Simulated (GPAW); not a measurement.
The F K edge of atom 1 in LiHF2 (R-3m), with 1 H at 1.14 Å and 3 Li at 1.99 Å (distorted tetrahedral, site symmetry 3m), was computed in 3 ways: excited-electron core hole (neutral cell), full core hole (charged cell) and no core hole. Program and functional: GPAW, LDA, Gaussian full width 0.9 eV up to 4 eV, rising linearly to 3.5 eV at 25 eV; cells of 4 and 28 atoms (the run without a hole in the smaller).

Each run is counted from its own lowest empty level or Fermi level and scaled to a mean of 1 over its first 20 eV.

| E (eV) | run 1 | run 2 | run 3 |
| --- | --- | --- | --- |
| -2.00 | 0.00 | 0.00 | 0.00 |
| -1.25 | 0.00 | 0.00 | 0.00 |
| -0.50 | 0.02 | 0.00 | 0.01 |
| 0.25 | 0.35 | 0.05 | 0.15 |
| 1.00 | 0.56 | 0.20 | 0.41 |
| 1.75 | 0.43 | 0.36 | 0.54 |
| 2.50 | 1.20 | 0.49 | 0.95 |
| 3.25 | 1.72 | 0.62 | 1.38 |
| 4.00 | 2.50 | 0.66 | 2.05 |
| 4.75 | 3.05 | 0.86 | 3.01 |
| 5.50 | 2.58 | 1.55 | 2.70 |
| 6.25 | 2.42 | 1.57 | 2.22 |
| 7.00 | 2.04 | 1.30 | 2.41 |
| 7.75 | 1.62 | 2.13 | 2.20 |
| 8.50 | 1.17 | 2.42 | 1.34 |
| 9.25 | 0.87 | 2.33 | 0.99 |
| 10.00 | 0.81 | 2.87 | 0.97 |
| 10.75 | 0.70 | 2.73 | 0.79 |
| 11.50 | 0.50 | 1.77 | 0.51 |
| 12.25 | 0.33 | 0.81 | 0.30 |
| 13.00 | 0.22 | 0.34 | 0.19 |
| 13.75 | 0.23 | 0.29 | 0.23 |
| 14.50 | 0.35 | 0.40 | 0.36 |
| 15.25 | 0.48 | 0.51 | 0.48 |
| 16.00 | 0.53 | 0.53 | 0.51 |
| 16.75 | 0.47 | 0.46 | 0.45 |
| 17.50 | 0.39 | 0.36 | 0.37 |
| 18.25 | 0.35 | 0.31 | 0.34 |
| 19.00 | 0.37 | 0.33 | 0.37 |
| 19.75 | 0.43 | 0.39 | 0.45 |
| 20.50 | 0.51 | 0.44 | 0.53 |
| 21.25 | 0.58 | 0.47 | 0.59 |
| 22.00 | 0.64 | 0.50 | 0.65 |
| 22.75 | 0.72 | 0.54 | 0.73 |
| 23.50 | 0.81 | 0.59 | 0.82 |
| 24.25 | 0.89 | 0.65 | 0.89 |
| 25.00 | 0.95 | 0.69 | 0.94 |
| 25.75 | 0.98 | 0.73 | 0.97 |
| 26.50 | 1.00 | 0.76 | 0.98 |
| 27.25 | 1.01 | 0.79 | 0.98 |
| 28.00 | 1.00 | 0.82 | 0.98 |
| 28.75 | 0.96 | 0.81 | 0.93 |
| 29.50 | 0.89 | 0.77 | 0.86 |
| 30.25 | 0.82 | 0.71 | 0.80 |
| 31.00 | 0.79 | 0.67 | 0.78 |
| 31.75 | 0.80 | 0.67 | 0.80 |

Question: Which run is which?

Run 1: full core hole (charged cell) (area from −2 to 6 eV 9.6, main maxima 0.8 eV (0.66), 4.6 eV (3.10) and 15.9 eV (0.53)). Run 2: no core hole (area from −2 to 6 eV 3.8, main maxima 5.9 eV (1.75), 8.3 eV (2.45), 10.3 eV (2.96) and 15.7 eV (0.53)). Run 3: excited-electron core hole (neutral cell) (area from −2 to 6 eV 8.7, main maxima 4.8 eV (3.02), 7.3 eV (2.48) and 15.9 eV (0.51)). With each curve scaled to its own mean, the area from −2 to 6 eV with the hole is 9.6 against 3.8, and the centre of weight from −1 to 20 eV moves by -2.0 eV: the hole pulls the absorber's empty states down.

[Hosts, paths, dates, database ids (printed as entryN), source tags and the programs' standing remarks are cut or masked in the printed files.]

[Lists of maxima count a maximum above −3 eV only where it reaches 4 % of the highest in the window and stands out from its surroundings by 2 % of it (1.5 % where it reaches 55 %); shoulders and weaker maxima are passed over, and of the rest the first, up to two pre-edge ones and the few strongest are named.]
